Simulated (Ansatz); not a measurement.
# SiPb (model cell, started as zinc blende): from the cell to its phonons

Wanted: vibrations and spectra of SiPb (model cell, started as zinc blende); the cell is already relaxed. After the zone centre comes a 4×4×4 q mesh on a 12×12×12 k mesh.

Calculated with Ansatz 0.2.0; DFT PBEsol, scalar-relativistic, plane waves, PAW.

The structure was built from a prototype and need not be the compound's stable phase.

### Step 1. Set-up

The structure is cubic, space group F-43m (No. 216). Conventional cell: a = 6.187 Å, b = 6.187 Å, c = 6.187 Å, α = 90.00°, β = 90.00°, γ = 90.00°. Nearest to Pb lie 4 Si at 2.68 Å. Si has 4 Pb at 2.68 Å nearest. Farther neighbours are not listed.

Structure file:

```cif
data_structure
_symmetry_space_group_name_H-M 'P 1'
_symmetry_Int_Tables_number 1
_cell_length_a 4.3752
_cell_length_b 4.3752
_cell_length_c 4.3752
_cell_angle_alpha 60.000
_cell_angle_beta 60.000
_cell_angle_gamma 60.000
_cell_volume 59.22
loop_
_atom_site_label
_atom_site_type_symbol
_atom_site_fract_x
_atom_site_fract_y
_atom_site_fract_z
_atom_site_occupancy
Pb1 Pb 0.00000 0.00000 0.00000 1
Si2 Si 0.25000 0.25000 0.25000 1
```

### Step 2. Modes at Γ

The cell comes from relaxations at this level that are not shown. The zone centre comes first: it holds the modes that light can see, as far as symmetry allows. No field response is asked, since the mesh shows no gap.

input.yaml

```yaml
crystal:
  lattice:
    - [0.0, 3.0937247481, 3.0937247481]
    - [3.0937247481, 0.0, 3.0937247481]
    - [3.0937247481, 3.0937247481, 0.0]
  atoms:
    - { symbol: Pb, position: [0.0, 0.0, 0.0] }
    - { symbol: Si, position: [0.25, 0.25, 0.25] }
kpoints:
  mp_grid: { grid: [12, 12, 12] }
hamiltonian:
  xc: pbesol
scf:
  occupations: { method: methfessel_paxton, width: 0.2 }
output:
  eigenvalues: true
phonons:
  method: dfpt
```

Started as:

```console
$ ansatz run input.yaml --threads 8 --pin off --max-ram 14336MiB --backend cpu --events-out ev --progress --plain --runs-dir out
```

Numbers of over 12 decimals in the logs are rounded to 6 here.

Output:

```text
zone centre: on kpoints.mp_grid the ground state, and the responses unless they are solved on pairs of k-points, stand on 163 of the mesh's 1728 k-points, reduced under 8 symmetry operations, with k and −k counted as one. Each operation leaves every solved displacement unchanged or reverses it
Engine: ansatz 0.2.0, x86_64-unknown-linux-gnu
Pseudopotentials: kind: paw
Pseudopotential: Pb, paw, valence charge 14, recommended cutoff 420 eV (normal), Pb.paw.azcp
Pseudopotential: Si, paw, valence charge 4, recommended cutoff 420 eV (normal), Si.paw.azcp
Functional definition: PBEsol
  exchange = pbesol_x
  correlation = pbesol_c
Crystal: 2 atoms, lattice volume = 59.221 Å³
Basis set: ecut = 420 eV, 1139 PW (Γ), exchange–correlation on 60×60×60 points (8 copies of the dense FFT grid, shifted against one another)
Bands: 13, of which v1, the nominal top of the filled ones, is band 9 counted from 1 (8 counted from 0)
Symmetry: 24 space group operations
k-points: 163 of 1728 (irreducible under 8 space group operations, time reversal used)
Non-local potential: Pb, projectors of the file, l = 0: 2, l = 1: 2, l = 2: 2, l = 3: 2
Non-local potential: Si, projectors of the file, l = 0: 2, l = 1: 2, l = 2: 2
PAW form: soft (Blöchl's): semilocal exchange-correlation on the pseudo side does not see the compensation charge
PAW frozen core: Pb, regenerated for the run's functional, and the local potential with it (the file was generated under x = pbe(κ = 0.804, μ = 0.219515), c = pbe(β = 0.066725))
PAW frozen core: Si, regenerated for the run's functional, and the local potential with it (the file was generated under x = pbe(κ = 0.804, μ = 0.219515), c = pbe(β = 0.066725))
PAW one-centre angular grid: Pb, 590 points (default); XC on 64 Gauss nodes
PAW one-centre angular grid: Si, 110 points (default); XC on 64 Gauss nodes
Initial density: superposition of atomic densities (neutral atoms: chi_scale 0, normalization atom), corrected by the library's trained network
Initial wavefunctions: pseudopotential atomic-orbital guess
Functional: x = pbesol(κ = 0.804, μ = 0.123457), c = pbesol(β = 0.046)
SCF iter   1: F=—  HF=-12375.511179 eV  |F-HF|=—  |Δ(HF+E_count)|=         —  Δρ=2.76e-3  dr2=9.59e-3  ethr=1.77e-3  ⟨swp⟩=6.2  Hψ=14167  notcnv=0
preconditioner: auto → Kerker (q_TF=auto, 2.237 Å⁻¹)  [metal: Δε(μ)=0.080 eV  Ē_g=15.146 eV  σ=0.200 eV  W_gap=0.33  n_scr=14 (ndim 8)  ℏωp=20.5 eV  f_vac=0.021  D(μ)=0.19/eV (n_scr^D=0)]
SCF iter   2: F=—  HF=-12375.508761 eV  |F-HF|=—  |Δ(HF+E_count)|=   2.42e-3  S|Δr|=    0.00e0  Δρ=1.89e-3  dr2=4.71e-3  ethr=5.33e-5  ⟨swp⟩=1.1  Hψ=3468  notcnv=0
SCF iter   3: F=—  HF=-12375.508119 eV  |F-HF|=—  |Δ(HF+E_count)|=   6.42e-4  S|Δr|=    0.00e0  Δρ=8.47e-4  dr2=3.84e-4  ethr=2.62e-5  ⟨swp⟩=3.0  Hψ=3572  notcnv=0
SCF iter   4: F=—  HF=-12375.508158 eV  |F-HF|=—  |Δ(HF+E_count)|=   3.98e-5  S|Δr|=    0.00e0  Δρ=2.72e-4  dr2=1.06e-4  ethr=2.13e-6  ⟨swp⟩=2.4  Hψ=3649  notcnv=0
SCF iter   5: F=—  HF=-12375.508209 eV  |F-HF|=—  |Δ(HF+E_count)|=   5.11e-5  S|Δr|=    0.00e0  Δρ=1.32e-4  dr2=2.58e-5  ethr=5.91e-7  ⟨swp⟩=2.0  Hψ=2632  notcnv=0
SCF iter   6: F=—  HF=-12375.508222 eV  |F-HF|=—  |Δ(HF+E_count)|=   1.29e-5  S|Δr|=    0.00e0  Δρ=6.23e-5  dr2=2.81e-6  ethr=1.43e-7  ⟨swp⟩=2.0  Hψ=2654  notcnv=0
SCF iter   7: F=—  HF=-12375.508226 eV  |F-HF|=—  |Δ(HF+E_count)|=   3.40e-6  S|Δr|=    0.00e0  Δρ=2.12e-5  dr2=2.31e-7  ethr=1.56e-8  ⟨swp⟩=2.8  Hψ=3465  notcnv=0
SCF iter   8: F=—  HF=-12375.508225 eV  |F-HF|=—  |Δ(HF+E_count)|=   8.68e-7  S|Δr|=    0.00e0  Δρ=3.10e-6  dr2=4.42e-9  ethr=1.29e-9  ⟨swp⟩=3.0  Hψ=3600  notcnv=0
SCF iter   9: F=—  HF=-12375.508225 eV  |F-HF|=—  |Δ(HF+E_count)|=   2.23e-9  S|Δr|=    0.00e0  Δρ=4.14e-7  dr2=1.79e-10  ethr=2.46e-11  ⟨swp⟩=3.0  Hψ=3788  notcnv=0
SCF iter  10: F=—  HF=-12375.508225 eV  |F-HF|=—  |Δ(HF+E_count)|=  1.84e-10  S|Δr|=    0.00e0  Δρ=1.61e-7  dr2=2.26e-11  ethr=1.00e-12  ⟨swp⟩=2.8  Hψ=3599  notcnv=0
SCF iter  11: F=-12375.508225 eV  HF=-12375.508225 eV  |F-HF|=1.82e-12  |Δ(HF+E_count)|=  1.09e-11  S|Δr|=    0.00e0  Δρ=3.18e-8  dr2=5.31e-13  ethr=1.00e-12  ⟨swp⟩=6.8  Hψ=11500  notcnv=0
SCF 1 converged in 11 iterations: F = -12375.508225 eV  dr2 = 5.31e-13
  greatest PAW one-centre occupation: 0.976 electrons in one spin orbital (limit 2), on the Pb atom at site 0 (counted from 0), in its partial waves of l = 2
DFPT response loops at Γ: preconditioner auto → Kerker (q_TF=auto, 2.237 Å⁻¹) (partly filled bands, converged f_vac=0.008); β = 1.00, the filter's whole step (`scf.mixing.beta` (0.50) is not read by the response loops under this deck's `scf.mixing.preconditioner`; to damp them name `kerker` or `kerker_dos`, under which they read `scf.mixing.beta`, and type it under 1.00, their step now; both keys bind the ground state too); Broyden in place of MSR1
SCF converged after 11 iterations
Stability not checked: this state was not tested for a lower state beside it, because cold or Methfessel-Paxton smearing, or corrected tetrahedra, fill the levels in a way that the test cannot read (fill_not_monotonic; see scf.lower_state_search)
Free energy (F): -12375.508225 eV
Harris-Foulkes:  -12375.508225 eV  (|F-HF|=1.82e-12)
Internal energy: -12375.508234 eV  (E = F + TS)
E sigma→0 (E₀):  -12375.508227 eV
Entropy (-TS):   0.000009 eV (0.004 meV/atom)
Fermi energy:    7.037332 eV
--- Per-component energies (eV) ---
  E_band       = -82.021266
  E_kinetic    = 330.214845
  E_local      = -1367.996287  (includes V_loc(G=0)·N_el)
  E_nonlocal   = 378.172013
  E_hartree    = 549.853800
  E_xc         = -271.736255
  E_vxc        = -177.311186  (∫ρ·V_xc dr)
  E_paw        = -10758.572491  (= ΣΔE_a)
  E_vpaw       = -344.808305  (= ΣTr[D̂ρ^β])
  E_aug_tail   = 0.000052  (compensation charges beyond the density's cutoff)
  E_ewald      = -1235.537587
  E_core_change = 0.093677  (= ΣΔE_core)
  E_smearing   = 0.000009  (= −TS)
  E_closure    = -0.000000  (closes the sum)
  Σ components = -12375.508225   (vs F -12375.508225, Δ=0.00e0)
--- Band table (eV; the first three rows and the last of 163) ---
  k-point 0: bands = [... 5 lower, -4.5238, 5.8713, 7.2149, 7.2149, 7.2149, 9.3862, 9.3862, 9.3862]
  k-point 1: bands = [... 5 lower, -4.4515, 5.1576, 7.0701, 7.0701, 7.4543, 9.5697, 9.5697, 9.6242]
  k-point 2: bands = [... 5 lower, -4.2379, 3.9268, 6.7583, 6.7583, 7.4293, 9.9615, 9.9615, 10.4000]
  k-point 162: bands = [... 5 lower, -1.7411, -0.3566, 3.8111, 3.9647, 9.9562, 10.9153, 11.1208, 11.5662]
--- Phonons (Γ-DFPT): 2 representative perturbations + reference, on 163 of 1728 k-points (Σ response iterations 6) ---
  k mesh reduced under 8 symmetry operations, with k and −k counted as one. Each operation leaves every solved displacement unchanged or reverses it
  ASR residual: 1.571e-5 → 0.000e0 eV/Å²; symmetrization residual: 4.352e-6 eV/Å²
  ASR residual per site (eV/Å²): 1.57e-5 4.62e-7
  Γ frequencies (cm⁻¹): 0.00 0.00 0.00 281.20 281.20 281.20
  non-analytic LO–TO correction: not included (Born effective charges unavailable; polar crystals: no LO–TO splitting at Γ)
```

Run time: 2.5 s. Hardware: 8 threads of AMD EPYC 9R45, shared host; peak memory 0.78 GiB; 16 s of CPU time.

Numbers from this step:

```
volume per atom                                         : 29.61 Å³
gap on the k-mesh                                       : 0 eV
sum-rule residual before enforcement                    : 1.57e-5 eV/Å²
point group                                             : -43m
highest optical mode at the zone centre (no LO-TO term) : 281.2 cm⁻¹
lowest optical zone-centre mode                         : 281.2 cm⁻¹
```

Patterns of degenerate modes are one choice out of their space. Modes at Γ, with each element's share of the kinetic energy:

| mode | frequency (cm⁻¹) | symmetry | Pb % | Si % |
| --- | --- | --- | --- | --- |
| 1 | 0.0 | acoustic | 88 | 12 |
| 2 | 0.0 | acoustic | 88 | 12 |
| 3 | 0.0 | acoustic | 88 | 12 |
| 4 | 281.2 | T2 | 12 | 88 |
| 5 | 281.2 | T2 | 12 | 88 |
| 6 | 281.2 | T2 | 12 | 88 |

Displacements in mode 5 (281.2 cm⁻¹), the largest set to 1:
```
Pb1  0.00 -0.14  0.00
Si2  0.00  1.00  0.00
```

Before it was imposed, the acoustic sum rule was missed by 1.6e-5 eV/Å². Small misses are needed for a sound result but don't prove that mesh and cutoff are converged. The lowest optical mode is real, 281 cm⁻¹.

[end of part 1 of 3]

[Logs are printed without paths, hosts, clocks, repeated set-up lines and the standing remarks that a program may print on its own settings, such as how far it seeks lower states.]

[Hosts, paths, dates, database ids (printed as entryN), source tags and the programs' standing remarks are cut or masked in the printed files.]
